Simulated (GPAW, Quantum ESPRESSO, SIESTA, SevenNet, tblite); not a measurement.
**Which site? A vacancy of Zr in Ta(100)/ZrC(100) interface (56 atoms), by several methods**

Aim: compare the energies of a vacancy of Zr at unlike sites of Ta(100)/ZrC(100) interface (56 atoms), with plane waves as the reference.

Results are calculated, not measured.

## Step 1: The cell

The cell holds 56 atoms (24 Ta, 16 Zr and 16 C), with edges of 13.62, 6.61 and 11.98 Å. Recipe: bcc Ta(100), 3 repeat layers, 8 surface cells, strained -0.00 and +0.00 %; rock-salt ZrC(100), 2 layers, 8 cells, -0.57 and -0.57 %; outer planes 3.13 Å apart and 3.19 Å at the second interface of the periodic stack; not relaxed, displaced by a Gaussian of 0.02 Å. Then the atoms were relaxed with SevenNet 0 in the fixed cell. Regions: Ta, 24 atoms; ZrC, 32 atoms.

## Step 2: The reference input

Quantum ESPRESSO 7.5: Kohn-Sham DFT, PBE, SSSP efficiency 1.3.0 pseudopotentials, plane waves. Its input, pw.in, for the unchanged cell:

```
&control
  calculation = 'scf'
  pseudo_dir = './pseudo'
  outdir = './tmp'
  disk_io = 'none'
  tprnfor = .true.
  tstress = .true.
/
&system
  ibrav = 0
  nat = 56
  ntyp = 3
  ecutwfc = 45
  ecutrho = 360
  nosym = .true.
  occupations = 'smearing'
  smearing = 'fd'
  degauss = 0.003675
/
&electrons
  conv_thr = 2.8e-07
  electron_maxstep = 100
  mixing_beta = 0.2
  mixing_mode = 'local-TF'
  diagonalization = 'david'
/
ATOMIC_SPECIES
Ta 180.948 Ta.upf
Zr 91.224 Zr.upf
C 12.011 C.upf
CELL_PARAMETERS angstrom
13.61860 0.00000 0.00000
-1.60219 6.40876 0.00000
0.00000 0.00000 11.98281
ATOMIC_POSITIONS crystal
Ta 0.78170 0.55399 0.93082
Ta 0.65995 0.75909 0.07628
Ta 0.39080 0.13468 0.36927
Ta 0.78058 0.05309 0.92744
[... 50 atom lines left out ...]
Zr 0.15825 0.48791 0.74020
C 0.28360 0.29924 0.74901
K_POINTS gamma
```

```console
$ OMP_NUM_THREADS=1 mpirun -np 2 pw.x -in pw.in > output.txt
```

It took 9.6 min on 2 MPI ranks of Arm Neoverse N1, shared host; peak memory 3.2 GiB.

It converged with an r.m.s. force component of 0.40 eV/Å and a pressure of -9.0 GPa.

## Step 3: Programs and settings

The levels share the cells and solve them as single points, though not every level runs every cell. CPU time is summed over a level's finished runs, on a host shared with the other runs, so it is rough; the force column is the median over cells of the r.m.s. difference of force components from the reference.

| level | basis or training data | k-points | runs finished | CPU time | peak memory (GiB) | force difference (meV/Å) |
| --- | --- | --- | --- | --- | --- | --- |
| QE, PBE | plane waves, SSSP efficiency, 45/360 Ry | Γ | 5 of 5 | 1.6 h | 3.2 | reference |
| SIESTA DZP, PBE | DZP orbitals, shift 0.01 Ry, mesh 300 Ry | Γ | 4 of 4 | 46 min | 1.3 | 67 |
| tblite GFN1-xTB | tight binding with its own dispersion term | Γ | 3 of 4 | 21 s | 0.12 | 763 |
| SevenNet 0 | trained on PBE(+U) plane-wave data | - | 5 of 5 | 59 s | 0.69 | 466 |
| SevenNet l3i5 | trained on PBE(+U) plane-wave data | - | 5 of 5 | 72 s | 0.93 | 468 |

Runs without a converged result: tblite GFN1-xTB, 1 single point (not converged); GPAW dzp, PBE, 4 single points (cut at the time limit). A level enters a table below only where it finished every cell that the table needs.

The reference's own r.m.s. force component runs from 398 to 491 meV/Å over these cells. SevenNet 0 relaxed the atoms, so in the cells that it relaxed its own forces are small, and its entry isn't an independent test there.

## Step 4: The sites

Each changed cell was relaxed with SevenNet 0 before the single points. Neighbours are the site's nearest atoms before the change.

```csv
site,nearest atoms,their mean distance (Å),atoms within 6 Å,largest move on relaxing (Å),longest force left in the reference (eV/Å)
Zr41,Zr8Ta4C5,3.04,58,0.32,1.74
Zr31,Zr8Ta4C5,3.00,63,1.01,1.76
Zr35,Zr8Ta4C5,3.01,63,1.10,1.76
Zr25,Zr8Ta4C5,2.99,58,0.62,1.99
```

## Step 5: Site energies

All changed cells hold the same atoms, so within one level their energies compare with no chemical potential. Energies in eV, less that of Zr41, the reference's cheapest site; the last column is the largest deviation from the reference once each row's mean is taken off.

```csv
level,Zr41,Zr31,Zr35,Zr25,cheapest,largest deviation
"QE, PBE",0.00,1.21,1.26,1.33,Zr41,-
"SIESTA DZP, PBE",0.00,1.04,1.09,1.22,Zr41,0.11
SevenNet 0,0.00,-0.97,-0.97,-0.23,Zr31,1.49
SevenNet l3i5,0.00,0.22,0.21,0.38,Zr41,0.75
```

## Step 6: Outcome

In the reference the cheapest site is Zr41 (Zr8Ta4C5) and the dearest Zr25 (Zr8Ta4C5), 1.3 eV higher. 2 of the 3 other levels pick the same cheapest site; SevenNet 0 picks Zr31. SIESTA DZP, PBE follows the reference most closely (0.11 eV at worst) and SevenNet 0 least (1.49 eV).

The other programs at PBE deviate by 0.11 eV at most, the learned potentials by 0.75 to 1.49 eV.

Caveats: The geometries are those of SevenNet 0; forces of up to 2.0 eV/Å remain in the reference, so relaxing in DFT would lower the energies, by amounts that can differ from site to site and can change the order. For SevenNet 0 alone these are relaxed energies. Defects interact with their periodic images. Atoms moved by over 1 Å in some relaxations, so part of the differences can come from the host's rearranging. Only 4 of the 16 Zr sites are compared. Learned potentials don't solve for electrons, so the charge or spin state of a defect can't be set in them. The reference samples only Γ, in a cell whose shortest periodic width is 6 Å. Spin–orbit coupling is left out, which matters for the levels of the heavy elements. The reference isn't exact: its cutoffs and mesh weren't converged further here. SIESTA's automatically made basis is far from complete, and its potentials were converted by us (checked for H, C, O, Si, Ge and Ca alone). The learned potentials mimic data converged in k, so the sampling error of the reference's coarse mesh counts against them here, while programs on the same mesh share it. Where levels are smeared, the DFT runs use Fermi–Dirac occupations at 580 K (0.05 eV), and energies are free energies.

[Logs are printed without paths, hosts, clocks, repeated set-up lines and the standing remarks that a program may print on its own settings, such as how far it seeks lower states.]

[Hosts, paths, dates, database ids (printed as entryN), source tags and the programs' standing remarks are cut or masked in the printed files.]
